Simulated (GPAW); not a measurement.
# STM contrast on a 9-layer slab of Ca(110), part 2 of 2

What would a tunnelling microscope show on a 9-layer slab of Ca(110)?

GPAW 26.7.0; GPAW, PAW setups; slab in vacuum, relaxation (the session's first sound run).

So far. Step 2 (Relaxing the atoms): The relaxation lowered the energy of the cell by 0.00657 eV (energies extrapolated to zero smearing; the optimiser's log prints free energies). The largest force left on a free atom is 0.029 eV/Å.

### 3. The slab's potential (continued)

Local density of states summed over the bias window over a1 and a2. Sample bias 2 V, constant height 4.0 Å over the top atom.

Ten even steps from '_' (0.67 × 1e-3 arbitrary) to '@' (1.86 × 1e-3 arbitrary):
```
@@@@@@%%##**++==--::....________....::--==++**##%%@@@@
@@@@@@%%##**++==--::....________....::--==++**##%%@@@@
@@@@@@%%##**++==--::..____________..::--==++**##%%@@@@
@@@@@@%%##**++==--::..____________..::--==++**##%%@@@@
@@@@%%%%##**++==--::..____________..::--==++**##%%%%@@
@@@@%%%%##**++==--::..____________..::--==++**##%%%%@@
@@@@%%%%##**++==::::..____________..::::==++**##%%%%@@
@@%%%%####**==--::::..____________..::::--==**####%%%%
@@%%%%##**++==--::....____________....::--==++**##%%%%
@@%%%%##**++==--::....____________....::--==++**##%%%%
@@%%%%##**++==--::....____________....::--==++**##%%%%
@@%%%%####**==--::::..____________..::::--==**####%%%%
@@@@%%%%##**++==::::..____________..::::==++**##%%%%@@
@@@@%%%%##**++==--::..____________..::--==++**##%%%%@@
@@@@%%%%##**++==--::..____________..::--==++**##%%%%@@
@@@@@@%%##**++==--::..____________..::--==++**##%%@@@@
@@@@@@%%##**++==--::..____________..::--==++**##%%@@@@
@@@@@@%%##**++==--::....________....::--==++**##%%@@@@
@@@@@@%%##**++==--::....________....::--==++**##%%@@@@
@@@@@@%%##**++==--::....________....::--==++**##%%@@@@
```
Columns: a1 from 0 to 0.963; rows upwards: a2 from 0 to 0.95.

Force by atom:

```tsv
atom	x (eV/Å)	y (eV/Å)	z (eV/Å)	size
Ca1	0.000	0.000	0.115	0.115
Ca2	0.000	0.000	0.009	0.009
Ca3	0.000	0.000	-0.066	0.066
Ca4	0.000	0.000	0.004	0.004
Ca5	0.000	0.000	0.008	0.008
Ca6	0.000	0.000	0.007	0.007
Ca7	0.000	0.000	-0.029	0.029
Ca8	0.000	0.000	-0.021	0.021
Ca9	0.000	0.000	-0.027	0.027
```

The potential is flat to 1.1e-4 eV/Å where it is read, so the vacuum is wide enough.

### 4. A changed run

One more run, with changed settings.

The input, run.py:

```python
import json
import numpy as np
from ase import Atoms
from gpaw import GPAW, PW

slab = Atoms(
    ['Ca', 'Ca', 'Ca', 'Ca', 'Ca', 'Ca', 'Ca', 'Ca', 'Ca'],
    positions=[
        [0.00000, 0.00000, 9.00000],
        [2.79000, 1.97283, 10.97283],
        [0.00000, 0.00000, 12.94566],
        [2.79000, 1.97283, 14.91848],
        [0.00000, 0.00000, 16.89356],
        [2.79000, 1.97283, 18.86677],
        [0.00000, -0.00000, 20.87184],
        [2.79000, 1.97283, 22.80063],
        [-0.00000, 0.00000, 24.70653]],
    cell=[[5.58, 0.0, 0.0], [0.0, 3.94566, 0.0], [0.0, 0.0, 33.78262]],
    pbc=[True, True, False])

slab.calc = GPAW(mode=PW(400), xc='PBE', kpts={'size': (1, 1, 1), 'gamma': True},
                 occupations={'name': 'fermi-dirac', 'width': 0.1}, nbands='160%',
                 convergence={'density': 1e-05}, maxiter=75,
                 poissonsolver={'dipolelayer': 'xy'},
                 symmetry={'tolerance': 1e-3}, txt='slab.txt')
result = {}
energy = slab.get_potential_energy()
fermi = slab.calc.get_fermi_level()
v = slab.calc.get_electrostatic_potential().mean((0, 1)) - fermi
n = slab.calc.get_pseudo_density().mean((0, 1))
L = slab.cell[2, 2]
z = np.arange(len(v)) * L / len(v)
low, high = slab.positions[:, 2].min(), slab.positions[:, 2].max()
below, above = np.interp([low - 6.8, high + 6.8], z, v)
slopes = [np.interp(x, z, np.gradient(v, z)) for x in (low - 6.8, high + 6.8)]
eps = np.array([[slab.calc.get_eigenvalues(k, s) for k in range(len(slab.calc.get_ibz_k_points()))]
                for s in range(slab.calc.get_number_of_spins())]) - fermi
top, bottom = eps[eps < 0].max(), eps[eps > 0].min()
dipole = slab.get_dipole_moment()[2]
print(f'energy {energy:.4f} eV, Fermi level {fermi:.4f} eV, dipole {dipole:.5f} e A')
print(f'potential 6.8 A off the faces, from the Fermi level: lower {below:.4f} eV, upper {above:.4f} eV')
print(f'slope of the potential there: lower {slopes[0]:.5f}, upper {slopes[1]:.5f} eV/A')
print(f'nearest levels on the mesh: {top:.4f} and {bottom:.4f} eV')
print('magnetic moment', round(slab.get_magnetic_moment(), 3))
result.update(energy=energy, fermi=fermi, dipole=dipole, below=below, above=above, slopes=slopes, edges=[top, bottom],
              z=z.tolist(), v=v.tolist(), n=n.tolist(), positions=slab.positions.tolist(),
              forces=slab.get_forces(apply_constraint=False).tolist(), moments=slab.get_magnetic_moments().tolist())
json.dump(result, open('result.json', 'w'))
```

On the command line:

```
$ OMP_NUM_THREADS=1 OPENBLAS_NUM_THREADS=1 python run.py
```

Wall time 52 s (1 thread of Arm Neoverse V1, shared host); peak memory 0.29 GiB.

The run finished. A setting was moved off its sound value on purpose, so it serves as a test and not as the result.

The fault put into the input: one k-point (kpts = [1, 1]).

The two runs compared:

```tsv
quantity	this run	sound run	difference
upper work function (eV)	3.7272	2.8210	0.906
lower work function (eV)	3.7259	2.8162	0.910
```

The two runs differ clearly in the lower work function: 3.73 eV against 2.82 eV.

### 5. Results

| Quantity | Value |
| --- | --- |
| work function, both faces | 2.82 eV |
| dipole along the normal | -5.8e-4 e Å |
| corrugation at -1.5 V | 0.343 Å |
| corrugation at 2 V | 0.900 Å |

**Reading.** The corrugation at constant current is largest at 2 V, where the tip height varies by 0.90 Å over the cell. Negative sample bias images filled states, positive bias empty ones. The measured value for polycrystalline Ca, which weights the faces of low work function, is 2.87 eV (as compiled in "Anisotropic work function of elemental crystals", 2019, arxiv:1902.07811); the relaxed upper face lies 0.049 eV under it with PBE. Measured work functions scatter by a tenth of an eV or more between methods. The images are of Tersoff-Hamann type: an s-wave tip, no tip-sample forces, heights closer than in a microscope. The small printed dipole stands for a step of 4.8 meV from the lower to the upper face, and the probes find 4.8 meV; values this small are near the numerical noise of both. The in-plane lattice was kept as typed, which isn't the functional's own and leaves some strain; spin-orbit coupling and temperature are left out.

[Logs are printed without paths, hosts, clocks, repeated set-up lines and the standing remarks that a program may print on its own settings, such as how far it seeks lower states.]

[Hosts, paths, dates, database ids (printed as entryN), source tags and the programs' standing remarks are cut or masked in the printed files.]
